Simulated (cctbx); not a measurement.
## Ba4CaSn3: precision against data quality

Space group I4/mcm (no. 140), a = 8.6830 Å, b = 8.6830 Å, c = 16.8180 Å, α = 90.00°, β = 90.00°, γ = 90.00°.

| atom | mult. | x | y | z | Ueq (Å²) |
| --- | --- | --- | --- | --- | --- |
| Ba1 | 16 | 0.6686 | 0.1686 | 0.3554 | 0.0098 |
| Sn1 | 4 | 1/2 | 1/2 | 1/4 | 0.0076 |
| Sn2 | 8 | 0.8881 | 0.6119 | 0 | 0.0069 |
| Ca1 | 4 | 1/2 | 1/2 | 0 | 0.0138 |

The model was made for the exercise: a known structure type with other elements put in, its volume estimated, not relaxed; displacement parameters are assumed.

Five simulated data sets (cctbx; Mo Kα, λ = 0.71073 Å; 1.5 % proportional error) differ in resolution or exposure (noise floor 8 counts in the first three, 8 in the last two). Each is refined with the right model, isotropic at 1.1 Å and anisotropic otherwise. How do the figures of merit and the uncertainties move?

| d min (Å) | top counts | ⟨I/σ⟩ (unmerged, absences included) | unique | param. (scale apart) | Rint | R1 | GooF | largest s.u. xyz (fractional) | s.u. U of Ca1 (Å²) | largest error (Å) |
| --- | --- | --- | --- | --- | --- | --- | --- | --- | --- | --- |
| 1.1 | 70000 | 17.6 | 152 | 7 | 0.013 | 0.0055 | 1.69 | 0.00003 | 0.0004 | 0.0007 |
| 0.84 | 70000 | 15.7 | 328 | 14 | 0.015 | 0.0039 | 0.95 | 0.00001 | 0.0002 | 0.0001 |
| 0.6 | 70000 | 12.5 | 858 | 14 | 0.017 | 0.0050 | 0.95 | 0.00001 | 0.0001 | 0.0000 |
| 0.75 | 300 | 0.7 | 448 | 14 | 0.365 | 0.0548 | 0.86 | 0.00026 | 0.0042 | 0.0049 |
| 0.75 | 3000 | 3.5 | 448 | 14 | 0.066 | 0.0174 | 0.87 | 0.00005 | 0.0007 | 0.0009 |

GooF reaches 1.69 where the model lacks something that the data hold (anisotropy at the isotropic level, for one). The s.u. of U for Ca1 goes 0.0004, 0.0002, 0.0001 Å² with resolution and 0.0042, 0.0007 Å² with exposure.

The 1.1 Å row also differs in its displacement model, so it isn't a clean test of resolution.

Hardware for the 0.6 Å refinement: 0.43 s on 1 thread of Arm Neoverse V2, with other jobs on the host, peak memory 0.09 GiB.
